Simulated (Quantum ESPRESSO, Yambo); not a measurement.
# Bi2S2O (P4/nmm): G0W0 with Yambo, start to end, part 3 of 3

How does a plane-wave GW calculation on Bi2S2O (P4/nmm) run from the first input to the gap?

Quantum ESPRESSO 7.5 and Yambo 5.3.0; PBEsol and many-body steps on it, plane waves. Known limits of the many-body steps: not at the basis limit; no spin-orbit coupling; coarse k mesh.

So far. Step 3 (Bands along the symmetry lines): The gap is 0.944 eV, as in the run before at this level. Step 4 (Empty states on the mesh, 4×4×1 mesh, 295 bands): On this mesh the gap is 0.944 eV.

## 5. Conversion and set-up

This step: Yambo 5.3.0; conversion and set-up on PBEsol, plane waves, norm-conserving pseudopotentials.

The states are converted to the many-body program's format and the q mesh is built.

Run with:

```sh
(cd o/x.save; p2y > p2y.log; mv SAVE ../..); yambo > setup.log
```

The log of the run:

```text
 Yambo, version 5.3.0

 [02] CORE Variables Setup
 =========================

  [02.01] Unit cells
  ==================

  Cell kind             :  Unknown
  Atoms in the cell     :  Bi  S  O
  number of Bi atoms    :   4
  number of S  atoms    :   4
  number of O  atoms    :  2

  List of atomic masses
  Mass of Bi    :  208.9800
  Mass of S     :  32.06000
  Mass of O     :  15.99900

  List of atomic coordinates    : [cc]
  Bi1       :   0.00000   3.73608  23.00698  order 1
  Bi2       :  3.736084  0.000000  3.544769  order 2
  Bi3       :   3.73608   0.00000  15.64145  order 3
  Bi4       :   0.00000   3.73608  10.91030  order 4
  S1       :   3.73608   0.00000  23.74558  order 5
  S2       :  0.000000  3.736084  2.806164  order 6
  S3       :   0.00000   3.73608  18.25399  order 7
  S4       :  3.736084  0.000000  8.297752  order 8
  O1       :   0.00000   0.00000  13.27587  order 9
  O2       :   3.73608   3.73608  13.27587  order 10

  Alat factors          :   7.47217   7.47217  26.55175 [a.u.]
  Direct lattice volume :   1482.47    [a.u.]
  Direct lattice vectors:  A[ 1 ]  A[ 2 ]  A[ 3 ]
   A[ 1 ]:  1.000000  0.000000  0.000000  [iru]
   7.472169  0.000000  0.000000  [cc]
   A[ 2 ]:  0.000000  1.000000  0.000000  [iru]
   0.000000  7.472169  0.000000  [cc]
   A[ 3 ]:  0.000000  0.000000  1.000000  [iru]
    0.00000   0.00000  26.55175  [cc]

  Recip. lattice volume :  0.167322 [a.u.]
  Recip. lattice vectors:  B[ 1 ]  B[ 2 ]  B[ 3 ]
   B[ 1 ]:  1.000000  0.000000  0.000000  [iku]
   0.840878  0.000000  0.000000  [cc]
   B[ 2 ]:  0.000000  1.000000  0.000000  [iku]
   0.000000  0.840878  0.000000  [cc]
   B[ 3 ]:  0.000000  0.000000  1.000000  [iku]
   0.000000  0.000000  0.236639  [cc]

  [02.02] Symmetries
  ==================

  Inversion symmetry    : yes
  Spatial inversion     : no
  Inversion index       :   9
  K-space Time-reversal : yes
  Magnetic symmetries   : no
  Time-reversal derived K-space symmetries:   9  16
  Group table correct   : yes
  Symmetries units      :  [cc]

   [S  1]:  1.000000  0.000000  0.000000  0.000000  1.000000  0.000000  0.000000  0.000000  1.000000
   [S  2]: -1.000000  0.000000  0.000000  0.000000 -1.000000  0.000000  0.000000  0.000000  1.000000
   [S  3]:  0.000000  1.000000  0.000000  1.000000  0.000000  0.000000  0.000000  0.000000 -1.000000
[...]
[S  7]:  0.000000  1.000000  0.000000 -1.000000  0.000000  0.000000  0.000000  0.000000 -1.000000
   [S  8]:  0.000000 -1.000000  0.000000  1.000000  0.000000  0.000000  0.000000  0.000000 -1.000000
   [S* 9]: -1.000000 -0.000000 -0.000000 -0.000000 -1.000000 -0.000000 -0.000000 -0.000000 -1.000000
   [S*10]:  1.000000 -0.000000 -0.000000 -0.000000  1.000000 -0.000000 -0.000000 -0.000000 -1.000000
     [... 4 further rows ...]
   [S*15]: -0.000000 -1.000000 -0.000000  1.000000 -0.000000 -0.000000 -0.000000 -0.000000  1.000000
[...]
BZ  K-points                                      :  16

  K/Q-points units:
  rlu = crystal or reduced units; cc = cartesian coordinates; iku = interal k-units

  K [1]          [rlu]:  0.000000  0.000000  0.000000
         WF components:  16621
  K [2]          [rlu]:  0.000000  0.250000  0.000000
         WF components:  16605
  K [3]          [rlu]:  0.000000 -0.500000  0.000000
         WF components:  16560
  K [4]          [rlu]:  0.250000  0.250000  0.000000
         WF components:  16593
  K [5]          [rlu]:  0.250000 -0.500000  0.000000
         WF components:  16594
  K [6]          [rlu]: -0.500000 -0.500000  0.000000
         WF components:  16556

  [02.05] Energies & Occupations
  ==============================

  [X] === General ===
  [X] Electronic Temperature                        :  0.000000  0.000000 [eV K]
  [X] Bosonic    Temperature                        :  0.000000  0.000000 [eV K]
  [X] Finite Temperature mode                       : no
  [X] El. density                                   :  0.58267E+24 [cm-3]
  [X] Fermi Level                                   :  9.596521 [eV]

  [X] === Gaps and Widths ===
  [X] Conduction Band Min                           :  0.944472 [eV]
  [X] Valence Band Max                              :  0.000000 [eV]
  [X] Filled Bands                                  :   64
  [X] Empty Bands                                   :   65  295
  [X] Direct Gap                                    :  0.944472 [eV]
  [X] Direct Gap localized at k                     :  3
  [X] Indirect Gap                                  :  0.944472 [eV]
  [X] Indirect Gap between kpts                     :  3  3
  [X] Last valence band width                       :  1.169684 [eV]
  [X] 1st conduction band width                     :  1.913087 [eV]

  E @ K [1]:  [eV]
  -153.3805 -153.3804 -153.0732 -153.0731  -91.4322  -91.4322  -91.4322  -91.4322
[...]
[... 4 further rows ...]
[...]
occ @ K [1]
[...]
[... 4 further rows ...]
[...]
E @ K [2]:  [eV]
[...]
occ @ K [2]
[...]
E @ K [3]:  [eV]
[...]
occ @ K [3]
[...]
E @ K [4]:  [eV]
[...]
occ @ K [4]
[...]
E @ K [5]:  [eV]
[...]
occ @ K [5]
[...]
E @ K [6]:  [eV]
[...]
[... 4 further rows ...]
[...]
occ @ K [6]
[...]
[... 4 further rows ...]
   0.000000  0.000000  0.000000  0.000000  0.000000  0.000000  0.000000  0.000000
   0.000000  0.000000  0.000000  0.000000  0.000000  0.000000  0.000000  0.000000

 [03] Transferred momenta grid and indexing
 ==========================================

 IBZ Q-points                                      :   6
 BZ  Q-points                                      :  16

 K/Q-points units:
 rlu = crystal or reduced units; cc = cartesian coordinates; iku = interal k-units

 Q [1]          [rlu]:  0.000000  0.000000  0.000000
 Q [2]          [rlu]:  0.000000  0.250000  0.000000
 Q [3]          [rlu]:  0.000000 -0.500000  0.000000
 Q [4]          [rlu]:  0.250000  0.250000  0.000000
 Q [5]          [rlu]:  0.250000 -0.500000  0.000000
 Q [6]          [rlu]: -0.500000 -0.500000  0.000000

  [03.01] X indexes
  =================

   [03.01.01] Sigma indexes
   ========================

 [06] Game Over & Game summary
```

Elapsed: 3.2 s, on 1 MPI rank of Arm Neoverse V2, shared host; peak memory 0.26 GiB.

## 6. Screening and self-energy, 4×4×1 mesh, 295 bands, screening to 115.6 eV

G0W0 replaces the xc potential by the self-energy, built once from these orbitals. Only a window of levels is corrected, while the sums run over the empty bands that the input names.

This step: G0W0 on PBEsol, plane waves, norm-conserving pseudopotentials.

Contents of gw1.in:

```
HF_and_locXC
gw0
dyson
ppa
em1d
rim_cut
RandQpts= 1000000
RandGvec= 1 RL
EXXRLvcs= 76 Ry
VXCRLvcs= 304 Ry
Chimod= "HARTREE"
% BndsRnXp
 1 | 295 |
%
NGsBlkXp= 8.5 Ry
% LongDrXp
 1 | 1 | 1 |
%
% GbndRnge
 1 | 295 |
%
DysSolver= "n"
ExtendOut
PPAPntXp= 27.21138 eV
% QPkrange
 1 | 6 | 55 | 70 |
%
```

Run with:

```sh
OMP_NUM_THREADS=1 mpirun -n 4 yambo -F gw1.in -J gw1 -C gw1 > gw1.log
```

The log of the run:

```text
 Yambo, version 5.3.0

 [02] CORE Variables Setup
 =========================

  [... cell, symmetries and grids as in the set-up ...]

  [02.05] Energies & Occupations
  ==============================

  [X] === General ===
  [X] Electronic Temperature                        :  0.000000  0.000000 [eV K]
  [X] Bosonic    Temperature                        :  0.000000  0.000000 [eV K]
  [X] Finite Temperature mode                       : no
  [X] El. density                                   :  0.58267E+24 [cm-3]
  [X] Fermi Level                                   :  9.596521 [eV]

  [X] === Gaps and Widths ===
  [X] Conduction Band Min                           :  0.944472 [eV]
  [X] Valence Band Max                              :  0.000000 [eV]
  [X] Filled Bands                                  :   64
  [X] Empty Bands                                   :   65  295
  [X] Direct Gap                                    :  0.944472 [eV]
  [X] Direct Gap localized at k                     :  3
  [X] Indirect Gap                                  :  0.944472 [eV]
  [X] Indirect Gap between kpts                     :  3  3
  [X] Last valence band width                       :  1.169684 [eV]
  [X] 1st conduction band width                     :  1.913087 [eV]

 [03] Transferred momenta grid and indexing
 ==========================================

 IBZ Q-points                                      :   6
 BZ  Q-points                                      :  16

 K/Q-points units:
 rlu = crystal or reduced units; cc = cartesian coordinates; iku = interal k-units

 Q [1]          [rlu]:  0.000000  0.000000  0.000000
 Q [2]          [rlu]:  0.000000  0.250000  0.000000
 Q [3]          [rlu]:  0.000000 -0.500000  0.000000
 Q [4]          [rlu]:  0.250000  0.250000  0.000000
 Q [5]          [rlu]:  0.250000 -0.500000  0.000000
 Q [6]          [rlu]: -0.500000 -0.500000  0.000000

 [04] Coloumb potential Random Integration (RIM)
 ===============================================

  [04.01] RIM initialization
  ==========================

  * Diagonal components only detected *

  8 x (sBL volume)        :  0.083661 [a.u.]
  sBZ random points       :  1000000
  Points outside the sBZ  :   7992674
  RL volume               :  0.167322 [a.u.]
  Integrated volume       :  0.167475 [a.u.]

  [04.02] RIM integrals
  =====================

  Gamma point sphere radius             :  0.079334 [a.u.]
  Points outside the sphere             :   799819
  [Int_sBZ(q=0) 1/q^2]*(Vol_sBZ)^(-1/3) =:  7.665912
                                 should be <:  7.795600

  Summary of Coulomb integrals for non-metallic bands |Q|[au] RIM/Bare

  Q [1] 0.100000E-4 0.983364 * Q [2] 0.210220 1.025956
  Q [4] 0.297295 1.037230 * Q [3] 0.420439 1.013193
  Q [5] 0.470065 1.013054 * Q [6] 0.594591 1.008378

 [05] Dipoles
 ============

  [05.01] Setup: observables and procedures
  =========================================

  [WARNING] [x,Vnl] slows the Dipoles computation. To neglect it rename the ns.kb_pp file

 [06] Dynamic Dielectric Matrix (PPA)
 ====================================

 [WR./gw1//ndb.pp]---------------------------------------------------------------
  Brillouin Zone Q/K grids (IBZ/BZ)                :   6  16   6  16
  RL vectors                                       :  19739 [WF]
  Coulomb cutoff potential                         : none
  Electronic Temperature                           :  0.000000 [K]
  Bosonic    Temperature                           :  0.000000 [K]
  PPA    diel. fun.  energies                      : Perdew, Burke & Ernzerhof SOL(X)+Perdew, Burke & Ernzerhof SOL(C)
  wavefunctions                                    : Perdew, Burke & Ernzerhof SOL(X)+Perdew, Burke & Ernzerhof SOL(C)
  Global Gauge                                     : length
  X matrix size                                    :   581
  X band range                                     :    1  295
  X e/h energy range                               : -1.000000 -1.000000 [eV]
  X Time ordering                                  : R
  X Hxc Kernel                                     : HARTREE
  X Drude frequency                                :  0.000000  0.000000
  X poles                                          :  100.0000 [o/o]
  RL vectors in the sum                            :  19739
  [r,Vnl] included                                 : yes
  Field direction                                  :  0.577350E-5  0.577350E-5  0.577350E-5
  BZ energy Double Grid                            : no
  BZ energy DbGd points                            : 0
  BZ Q point size factor                           : -1.000000
  X Optical Averaged directions                    : none

 [07] Local Exchange-Correlation + Non-Local Fock
 ================================================

 [VXC] Plane waves :  132683
 [EXS] Plane waves :  16637

 QP @ state[ 1 ] K range:   1   6
 QP @ state[ 1 ] b range:   55   70

 [xc] Functional : Perdew, Burke & Ernzerhof SOL(X)+Perdew, Burke & Ernzerhof SOL(C)
 [xc] LIBXC used to calculate xc functional
  PP Number of Atomic Species                      :  3
  NLCC RL compoments                               :  132683
  PP Number of Atomic Species                      :  3
  NLCC RL compoments                               :  132683

 [xc] E_xc :  -83.14300 [Ha]
      E_xc :  -166.2860 [Ry]

  Local XC kind (lXC) : Perdew, Burke & Ernzerhof SOL(X)+Perdew, Burke & Ernzerhof SOL(C)
  Non-Local XC kind (nlXC) : Hartree-Fock

  Corrections @ K [1] :  [eV]
 <55|nlXC|55> = -23.92282  0.22149E-16 <55|lXC|55> = -18.92861  0.37763E-15
 <56|nlXC|56> = -23.17159  0.12786E-17 <56|lXC|56> = -18.55927  0.000000
 <57|nlXC|57> = -23.17118  0.15905E-18 <57|lXC|57> = -18.55927  0.18882E-15
 <58|nlXC|58> = -21.23022 -0.44498E-17 <58|lXC|58> = -17.53404  0.000000
 <59|nlXC|59> = -15.93231  0.17263E-17 <59|lXC|59> = -13.02138  0.000000
 <60|nlXC|60> = -15.93226  0.34266E-18 <60|lXC|60> = -13.02138  0.000000
 <61|nlXC|61> = -15.43261 -0.42305E-17 <61|lXC|61> = -12.62440  0.000000
 <62|nlXC|62> = -15.62715  0.81315E-17 <62|lXC|62> = -13.30230  0.37763E-15
 <63|nlXC|63> = -16.09704 -0.40818E-17 <63|lXC|63> = -13.16996 -0.18882E-15
 <64|nlXC|64> = -16.09681  0.13583E-17 <64|lXC|64> = -13.16996  0.000000
[...]
Corrections @ K [2] :  [eV]
[...]
Corrections @ K [3] :  [eV]
[...]
Corrections @ K [4] :  [eV]
[...]
Corrections @ K [5] :  [eV]
[...]
Corrections @ K [6] :  [eV]
[...]
<66|nlXC|66> = -7.923137  0.14735E-17 <66|lXC|66> = -11.90625 -0.23602E-16
 <67|nlXC|67> = -8.279425 -0.43343E-18 <67|lXC|67> = -12.75680 -0.23602E-16
 <68|nlXC|68> = -8.279337  0.59982E-18 <68|lXC|68> = -12.75680 -0.28323E-15
 <69|nlXC|69> = -8.486086 -0.89323E-18 <69|lXC|69> = -12.99916  0.11801E-16
 <70|nlXC|70> = -8.486086 -0.33644E-18 <70|lXC|70> = -12.99916  0.47204E-16

  [07.01] Hartree-Fock occupations report
  =======================================

  [Hartree-Fock] === General ===
  [Hartree-Fock] Electronic Temperature             :  0.000000  0.000000 [eV K]
  [Hartree-Fock] Bosonic    Temperature             :  0.000000  0.000000 [eV K]
  [Hartree-Fock] Finite Temperature mode            : no
  [Hartree-Fock] El. density                        :  0.58267E+24 [cm-3]
  [Hartree-Fock] Fermi Level                        :  9.596521 [eV]

  [Hartree-Fock] === Gaps and Widths ===
  [Hartree-Fock] Conduction Band Min                :  3.991264 [eV]
  [Hartree-Fock] Valence Band Max                   : -1.095701 [eV]
  [Hartree-Fock] Filled Bands                       :   64
  [Hartree-Fock] Empty Bands                        :   65  295
  [Hartree-Fock] Direct Gap                         :  5.086965 [eV]
  [Hartree-Fock] Direct Gap localized at k          :  3
  [Hartree-Fock] Indirect Gap                       :  5.086965 [eV]
  [Hartree-Fock] Indirect Gap between kpts          :  3  3
  [Hartree-Fock] Last valence band width            :  2.906791 [eV]
  [Hartree-Fock] 1st conduction band width          :  2.849410 [eV]

 [08] Dyson equation: Newton solver
 ==================================

  [08.01] G0W0 (W PPA)
  ====================

  [  GW  ] Bands range     :    1  295
  [GW/PPA] G damping       :  0.100000 [eV]

  QP @ state[ 1 ] K range:   1   6
  QP @ state[ 1 ] b range:   55   70

   Sc/G bands                                       :    1  295
   Sc/G damping                                     :  0.100000 ev
   Sc bands terminator                              : no
   Sx RL components                                 :  16637

   QP @ state[ 1 ] K range                          :   1   6
   QP @ state[ 1 ] b range                          :   55   70
   GF energies kind                                 : Perdew, Burke & Ernzerhof SOL(X)+Perdew, Burke & Ernzerhof SOL(C)
   GF WF`s kind                                     : Perdew, Burke & Ernzerhof SOL(X)+Perdew, Burke & Ernzerhof SOL(C)
   Xs energies kind                                 : Perdew, Burke & Ernzerhof SOL(X)+Perdew, Burke & Ernzerhof SOL(C)
   Xs WF`s kind                                     : Perdew, Burke & Ernzerhof SOL(X)+Perdew, Burke & Ernzerhof SOL(C)

 [11] Game Over & Game summary
```

Wall time 32 min (4 MPI ranks); peak memory 5.6 GiB.

Numbers from this step:

| Property | Result |
| --- | --- |
| G0W0 gap on the mesh | 1.308 eV |
| starting gap on the mesh | 0.9445 eV |
| k of the valence top | 0, -0.5, 0 |
| k of the conduction bottom | 0, -0.5, 0 |
| least direct G0W0 gap on the computed points | 1.308 eV |
| Z at the valence top | 0.7906 |
| Z at the conduction bottom | 0.8033 |

The gap on the mesh goes from 0.94 eV to 1.31 eV, a correction of +0.36 eV.

Limits: finite bands, cutoff and mesh; no spin-orbit coupling; coarse k mesh. v1 is the top filled band, c1 the lowest empty one. Levels before and after the correction, in eV, zero at the valence-band top of each column:

|  | conduction bottom | valence top |
| --- | --- | --- |
| Kohn-Sham | 0.94 | 0.00 |
| G0W0 | 1.31 | 0.00 |

|  | level | energy (eV) |
| --- | --- | --- |
| Kohn-Sham | (0 -0.5 0) v4-v3 | -0.473 |
| Kohn-Sham | (0 -0.5 0) v2-v1 | 0.000 |
| Kohn-Sham | (0 -0.5 0) c1-c2 | 0.944 |
| Kohn-Sham | (0 -0.5 0) c3-c4 | 1.501 |
| G0W0 | (0 -0.5 0) v4-v3 | -0.527 |
| G0W0 | (0 -0.5 0) v2-v1 | 0.000 |
| G0W0 | (0 -0.5 0) c1-c2 | 1.308 |
| G0W0 | (0 -0.5 0) c3-c4 | 1.957 |

## 7. Where the time went

Times are wall times on the hardware named with each run, good to a factor of about two.

| step | time | share | memory (GiB) |
| --- | --- | --- | --- |
| ground state | 2.9 min | 7 % | 1.4 |
| bands along the symmetry lines | 2.3 min | 6 % | 0.88 |
| empty states on the mesh | 2.3 min | 6 % | 2.0 |
| conversion and set-up | 3.2 s | 0 % | 0.26 |
| screening and self-energy | 32 min | 81 % | 5.6 |

## 8. What came out

| Property | Result |
| --- | --- |
| PBEsol gap | 0.94 eV, direct |
| G0W0 gap on the mesh | 1.31 eV |
| GW settings | 4×4×1 mesh, 295 bands, screening to 115.6 eV, Godby-Needs plasmon pole |
| known limits | not at the basis limit; no spin-orbit coupling; coarse k mesh |

In words: G0W0 moves the gap on the mesh from 0.94 eV to 1.31 eV (+0.36 eV), with Z of 0.79 and 0.80 at the edges. The dearest step here is «screening and self-energy». Bands and cutoff are finite, so the gap is not at the basis limit. The miss can reach some tenths of an eV and take either sign; the mesh is an error of its own. The 4×4×1 mesh is coarse for this cell, which bears on the long-range parts of exchange and screening. Where an edge is built on 6p states of lead, bismuth or thallium, scalar-relativistic gaps usually stand too wide, by a few tenths to over one eV. The many-body steps are scalar-relativistic: spin-orbit coupling is not in them.

[Paths, hosts, dates, memory and timing lines, banners, echoed tables and standing remarks are left out of the program output.]

[Logs are printed without paths, hosts, clocks, repeated set-up lines and the standing remarks that a program may print on its own settings, such as how far it seeks lower states.]

[Runs of the session that timed out or met a known fault of the program may be left out.]

[Hosts, paths, dates, database ids (printed as entryN), source tags and the programs' standing remarks are cut or masked in the printed files.]
